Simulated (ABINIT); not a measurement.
# Quasiparticle gap of MoS2 (P6_3/mmc) in ABINIT, part 3 of 3

How does a plane-wave GW calculation on MoS2 (P6_3/mmc) run from the first input to the gap?

ABINIT 10.8.3; PBE and many-body steps on it, plane waves. Known limits of the many-body steps: not at the basis limit; screening head approximate; coarse k mesh.

So far. Step 3 (Bands along the symmetry lines): The gap is 0.883 eV, as in the run before at this level. Step 4 (Empty states on the mesh, 3×3×1 mesh, 268 bands): On this mesh the gap is 1.045 eV. The earlier step found 0.883 eV, so this mesh misses an edge.

The database entry behind the starting cell differs from later determinations by our own check (about 0.3 % long), so it need not match the best structure at ambient conditions.

## 5. Screening, 3×3×1 mesh, 244 bands, screening to 119.7 eV

The RPA dielectric matrix is built and inverted for each q.

This step: RPA screening on PBE with spin-orbit coupling, plane waves, norm-conserving pseudopotentials.

The input, run.abi:

```
acell 3*1.0 Angstrom
rprim 
  3.169000000004 -0.000000000001 0.000000000000
  -1.584500000001 2.744434504597 0.000000000000
  0.000000000000 0.000000000000 12.324000000000
ntypat 2
znucl 42 16
natom 6
typat 1 1 2 2 2 2
xred 
  0.333333333333 0.666666666667 0.250000000000
  0.666666666667 0.333333333333 0.750000000000
  0.333333333333 0.666666666667 0.623000000000
  0.666666666667 0.333333333333 0.123000000000
  0.333333333333 0.666666666667 0.877000000000
  0.666666666667 0.333333333333 0.377000000000
pp_dirpath "pseudos"
pseudos "Mo.upf, S.upf"
ecut 36
nspinor 2
ngkpt 3 3 1
nshiftk 1
shiftk 0 0 0
kptopt 1
chksymbreak 0
istwfk *1
occopt 1
irdwfk 1
optdriver 3
nband 244
ecuteps 4.4
inclvkb 0
awtr 1
symchi 1
indata_prefix "in"
outdata_prefix "out"
tmpdata_prefix "tmp"
```

Launch:

```
OMP_NUM_THREADS=1 mpirun -n 8 abinit run.abi > log
```

Numbers of over 12 decimals in the logs are rounded to 6 here.

The program printed:

```text
.Version 10.8.3 of ABINIT. v10.8.2 released Aug 2026.

 Symmetries : space group P6_3/m m c (#194); Bravais hP (primitive hexag.)
[... echo of the input left out ...]
== DATASET  1 ==================================================================
-   mpi_nproc: 8, omp_nthreads: 1 (-1 if OMP is not activated)

--- !DatasetInfo
iteration_state: {dtset: 1, }
dimensions: {natom: 6, nkpt: 3, mband: 244, nsppol: 1, nspinor: 2, nspden: 1, mpw: 7476, }
cutoff_energies: {ecut:  36.0, pawecutdg:  -1.0, }
electrons: {nelect:   5.20000000E+01, charge:   0.00000000E+00, occopt:   1.00000000E+00, tsmear:   1.00000000E-02, }

 SCREENING: Calculation of the susceptibility and dielectric matrices

 Based on a program developped by R.W. Godby, V. Olevano, G. Onida, and L. Reining.
 Incorporated in ABINIT by V. Olevano, G.-M. Rignanese, and M. Torrent.
.Using double precision arithmetic ; gwpc =  8

[... cell and pseudopotentials left out ...]
--------------------------------------------------------------------------------

 ==== K-mesh for the wavefunctions ====
 Number of points in the irreducible wedge :     3
[... list of points left out ...]
 Together with 24 symmetry operations and time-reversal symmetry
 yields     9 points in the full Brillouin Zone.

 ==== Q-mesh for the screening function ====
 Number of points in the irreducible wedge :     3
[... list of points left out ...]
 Together with 24 symmetry operations and time-reversal symmetry
 yields     9 points in the full Brillouin Zone.

 setmesh: FFT mesh size selected  =    20x   20x   90
          total number of points  =        36000

 vcoul_init : cutoff-mode = AUXILIARY_FUNCTION
 q-points for optical limit:   1
     1)      0.000010    0.000020    0.000030

- screening: taking advantage of time-reversal symmetry
- Maximum band index for partially occupied states nbvw = 52
- Remaining bands to be divided among processors   nbcw = 192
- Number of bands treated by each node ~24

 Number of electrons calculated from density =   52.0000; Expected =   52.0000
 average of density, n =  0.071892
 r_s =    1.4919
 omega_plasma =   25.8640 [eV]

 calculating chi0 at frequencies [eV] :
  1    0.000000E+00    0.000000E+00
  2    0.000000E+00    2.586399E+01

--------------------------------------------------------------------------------
  q-point number  1        q = ( 0.000000, 0.000000, 0.000000) [r.l.u.]
--------------------------------------------------------------------------------
[... chi0 elements left out ...]
 For q-point:  0.000010 0.000020 0.000030
  dielectric constant =  19.2520
  dielectric constant without local fields =  21.8557

  Average fulfillment of the sum rule on Im[epsilon] for q-point    1 :     72.30  [%]
[... wings left out ...]
  q-point number  2        q = ( 0.333333, 0.000000, 0.000000) [r.l.u.]
--------------------------------------------------------------------------------
[... chi0 elements left out ...]
  Average fulfillment of the sum rule on Im[epsilon] for q-point    2 :     68.25  [%]

 [... 1 further q-points ...]
```

Wall time 19 s (8 MPI ranks of AMD EPYC 9R45, shared host); peak memory 3.1 GiB.

This step gave:

```yaml
eps_infinity_with_local_fields_on_this_mesh_along_the_program_s_q_direction: 19.25
the_same_without_local_fields: 21.86
plasma_frequency: 25.86 eV
plane_waves_in_the_screening_matrix: 315
```

Local fields lower ε∞ by 12 %. On a Γ-centred mesh this coarse the value itself is usually too large, while a short band sum pulls it down.

## 6. Self-energy, 3×3×1 mesh, 244 bands, screening to 119.7 eV

The self-energy is evaluated for the states that the input lists, and the levels follow from it, in one-shot runs by the linearised quasiparticle equation.

This step: G0W0 on PBE with spin-orbit coupling, plane waves, norm-conserving pseudopotentials.

run.abi, as its differences from that of step 5:

```diff
@@ -28,8 +28,17 @@
 irdwfk 1
-optdriver 3
+optdriver 4
 nband 244
+gwcalctyp 0
+ecutsigx 36
+symsigma 0
+nkptgw 2
+kptgw 
+  0.0000000000 0.0000000000 0.0000000000
+  0.3333333333 0.3333333333 0.0000000000
+bdgw 
+  49 56
+  49 56
 ecuteps 4.4
-inclvkb 0
-awtr 1
-symchi 1
+irdscr 1
+ppmodel 1
 indata_prefix "in"
```

The program printed:

```text
.Version 10.8.3 of ABINIT. v10.8.2 released Aug 2026.

 Symmetries : space group P6_3/m m c (#194); Bravais hP (primitive hexag.)
[... echo of the input left out ...]
== DATASET  1 ==================================================================
-   mpi_nproc: 8, omp_nthreads: 1 (-1 if OMP is not activated)

--- !DatasetInfo
iteration_state: {dtset: 1, }
dimensions: {natom: 6, nkpt: 3, mband: 244, nsppol: 1, nspinor: 2, nspden: 1, mpw: 7476, }
cutoff_energies: {ecut:  36.0, pawecutdg:  -1.0, }
electrons: {nelect:   5.20000000E+01, charge:   0.00000000E+00, occopt:   1.00000000E+00, tsmear:   1.00000000E-02, }

 SIGMA: Calculation of the GW corrections

 Based on a program developped by R.W. Godby, V. Olevano, G. Onida, and L. Reining.
 Incorporated in ABINIT by V. Olevano, G.-M. Rignanese, and M. Torrent.
.Using double precision arithmetic ; gwpc =  8

[... cell and pseudopotentials left out ...]
--------------------------------------------------------------------------------

 ==== K-mesh for the wavefunctions ====
 Number of points in the irreducible wedge :     3
[... list of points left out ...]
 Together with 24 symmetry operations and time-reversal symmetry
 yields     9 points in the full Brillouin Zone.

 ==== Q-mesh for screening function ====
 Number of points in the irreducible wedge :     3
[... list of points left out ...]
 Together with 24 symmetry operations and time-reversal symmetry
 yields     9 points in the full Brillouin Zone.

 vcoul_init : cutoff-mode = AUXILIARY_FUNCTION
 q-points for optical limit:   1
     1)      0.000010    0.000020    0.000030
 setmesh: FFT mesh size selected  =    32x   32x  128
          total number of points  =       131072

 Number of electrons calculated from density =   52.0000; Expected =   52.0000
 average of density, n =  0.071892
 r_s =    1.4919
 omega_plasma =   25.8640 [eV]

 === KS Band Gaps ===
  >>>> For spin  1
   Minimum direct gap =   1.6217 [eV], located at k-point      :   0.3333  0.3333  0.0000
   Fundamental gap    =   1.0449 [eV], Top of valence bands at :   0.0000  0.0000  0.0000
                                       Bottom of conduction at :   0.3333  0.3333  0.0000
 SIGMA fundamental parameters:
 PLASMON POLE MODEL  1
 number of plane-waves for SigmaX                 7437
 number of plane-waves for SigmaC and W            315
 number of plane-waves for wavefunctions          7437
 number of bands                                   244
 number of independent spin polarizations            1
 number of spinorial components                      2
 number of k-points in IBZ                           3
 number of q-points in IBZ                           3
 number of symmetry operations                      24
 number of k-points in BZ                            9
 number of q-points in BZ                            9
 number of frequencies for dSigma/dE                 9
 frequency step for dSigma/dE [eV]                0.25
 number of omega for Sigma on real axis              0
 max omega for Sigma on real axis  [eV]           0.00
 zcut for avoiding poles [eV]                     0.10

 EPSILON^-1 parameters (SCR file):
 dimension of the eps^-1 matrix on file            315
 dimension of the eps^-1 matrix used               315
 number of plane-waves for wavefunctions          7437
 number of bands                                   244
 number of q-points in IBZ                           3
 number of frequencies                               2
 number of real frequencies                          1
 number of imag frequencies                          1

 matrix elements of self-energy operator (all in [eV])

 Perturbative Calculation

--- !SelfEnergy_ee
iteration_state: {dtset: 1, }
kpoint     : [   0.000,    0.000,    0.000, ]
spin       : 1
KS_gap     :    2.053
QP_gap     :    2.495
Delta_QP_KS:    0.442
data: !SigmaeeData |
     Band     E0 <VxcDFT>   SigX SigC(E0)      Z dSigC/dE  Sig(E)    E-E0       E
       49   7.298 -15.384 -16.752   1.680   0.780  -0.282 -15.141   0.243   7.541
       50   7.298 -15.384 -16.752   1.680   0.780  -0.282 -15.141   0.243   7.541
       51   8.441 -16.361 -17.403   1.475   0.777  -0.287 -16.025   0.336   8.778
       52   8.441 -16.361 -17.403   1.475   0.777  -0.287 -16.025   0.336   8.778
       53  10.495 -15.695 -10.993  -3.705   0.781  -0.281 -14.917   0.779  11.273
       54  10.495 -15.695 -10.993  -3.705   0.781  -0.281 -14.917   0.779  11.273
       55  10.523 -15.591 -10.901  -3.710   0.781  -0.280 -14.825   0.766  11.289
       56  10.523 -15.591 -10.901  -3.710   0.781  -0.280 -14.825   0.766  11.289

--- !SelfEnergy_ee
iteration_state: {dtset: 1, }
kpoint     : [   0.333,    0.333,    0.000, ]
spin       : 1
KS_gap     :    1.622
QP_gap     :    2.272
Delta_QP_KS:    0.650
data: !SigmaeeData |
     Band     E0 <VxcDFT>   SigX SigC(E0)      Z dSigC/dE  Sig(E)    E-E0       E
       49   7.646 -16.285 -17.598   1.733   0.779  -0.284 -15.958   0.327   7.973
       50   7.646 -16.285 -17.598   1.733   0.779  -0.284 -15.958   0.327   7.973
       51   7.864 -16.446 -17.648   1.651   0.778  -0.285 -16.097   0.349   8.213
       52   7.864 -16.446 -17.648   1.651   0.778  -0.285 -16.097   0.349   8.213
       53   9.486 -17.598 -12.726  -3.584   0.775  -0.290 -16.599   0.999  10.485
       54   9.486 -17.598 -12.726  -3.584   0.775  -0.290 -16.599   0.999  10.485
       55   9.488 -17.580 -12.691  -3.602   0.776  -0.289 -16.582   0.999  10.486
       56   9.488 -17.580 -12.691  -3.602   0.776  -0.289 -16.582   0.999  10.486

== END DATASET(S) ==============================================================
================================================================================

 -outvars: echo values of variables after computation  --------
           etotal      0.0000000000E+00
            nband         244
             nkpt           3
          spgroup         194
 [... the other variables as echoed above ...]

 Calculation completed.
```

Wall time 34 s (8 MPI ranks); peak memory 2.7 GiB; 4.5 min of CPU time.

Numbers from this step:

- G0W0 gap on the points computed: 1.707 eV
- starting gap on the mesh: 1.045 eV
- k of the valence top: 0, 0, 0
- k of the conduction bottom: 0.3333, 0.3333, 0
- Z at the valence top: 0.777
- Z at the conduction bottom: 0.775
- least direct G0W0 gap on the computed points: 2.272 eV

The gap on the mesh goes from 1.04 eV to 1.71 eV, a correction of +0.66 eV. The start differs from the 0.88 eV found before because the two sample other k points.

Limits: finite bands, cutoff and mesh; screening head approximate; coarse k mesh. v1 is the top filled band, c1 the lowest empty one. The levels before and after the correction (eV, zero at the valence-band top of each column):

|  | conduction bottom | valence top |
| --- | --- | --- |
| Kohn-Sham | 1.04 | 0.00 |
| G0W0 | 1.71 | 0.00 |

|  | level | energy (eV) |
| --- | --- | --- |
| Kohn-Sham | Γ v3 | -1.143 |
| Kohn-Sham | Γ v2-v1 | 0.000 |
| Kohn-Sham | Γ c1-c2 | 2.053 |
| Kohn-Sham | Γ c3 | 2.082 |
| Kohn-Sham | (0.333 0.333 0) v3 | -0.795 |
| Kohn-Sham | (0.333 0.333 0) v2-v1 | -0.577 |
| Kohn-Sham | (0.333 0.333 0) c1-c3 | 1.045 |
| G0W0 | Γ v3 | -1.237 |
| G0W0 | Γ v2-v1 | 0.000 |
| G0W0 | Γ c1-c2 | 2.495 |
| G0W0 | Γ c3 | 2.511 |
| G0W0 | (0.333 0.333 0) v3 | -0.805 |
| G0W0 | (0.333 0.333 0) v2-v1 | -0.565 |
| G0W0 | (0.333 0.333 0) c1-c3 | 1.707 |

## 7. Where the time went

Times are wall times on 8 MPI ranks of AMD EPYC 9R45, shared host, good to a factor of about two.

| step | time | share | memory (GiB) |
| --- | --- | --- | --- |
| ground state | 2.2 min | 24 % | 1.2 |
| bands along the symmetry lines | 2.4 min | 27 % | 1.4 |
| empty states on the mesh | 3.4 min | 38 % | 0.84 |
| screening | 19 s | 3 % | 3.1 |
| self-energy | 34 s | 6 % | 2.7 |

## 8. What came out

```yaml
pbe_gap: 0.88 eV, indirect
g0w0_gap_on_the_mesh: 1.71 eV
g0w0_gap_over_the_zone_rigid_shift: 1.55 eV
gw_settings: 3×3×1 mesh, 244 bands, screening to 119.7 eV, Godby-Needs plasmon pole
known_limits: not at the basis limit; screening head approximate; coarse k mesh
```

G0W0 moves the gap on the mesh from 1.04 eV to 1.71 eV (+0.66 eV), with Z of 0.78 and 0.78 at the edges. The mesh misses the band edges by 0.16 eV in all; a rigid shift gives 1.55 eV for the zone. Local fields lower the RPA ε∞ on this mesh from 21.86 to 19.25; a Γ-centred mesh this coarse tends to raise both, most where the direct gap is narrow, while a short band sum lowers them. Only 2 of the mesh's irreducible points were corrected, so a valley elsewhere could overtake. Bands and cutoff are finite, so the gap is not at the basis limit. The miss can reach some tenths of an eV and take either sign; the mesh is an error of its own. In the G0W0 run levels were corrected at 2 k points alone, so a gap called «on the mesh» is the least over those, and an edge elsewhere would be missed. A denser mesh or path gives a starting gap of 0.88 eV: the GW mesh misses a band edge, so its gaps are not the fundamental one. The 3×3×1 mesh is coarse for this cell, which bears on the long-range parts of exchange and screening. The long-wavelength limit of the screening leaves out the non-local commutator, which shifts ε∞.

[Paths, hosts, dates, memory and timing lines, banners, echoed tables and standing remarks are left out of the program output.]

[Logs are printed without paths, hosts, clocks, repeated set-up lines and the standing remarks that a program may print on its own settings, such as how far it seeks lower states.]

[Runs of the session that timed out or met a known fault of the program may be left out.]

[Hosts, paths, dates, database ids (printed as entryN), source tags and the programs' standing remarks are cut or masked in the printed files.]

[G0W0 gaps are taken among the corrected bands and points alone; a level outside them can change the order at an edge.]

[Where Ansatz stands beside ABINIT at settings called matched, ABINIT's density can come from a denser mesh and the files from another edition; pairs whose starting gaps differed by over 0.03 eV were left out, so agreement reads better than it is.]
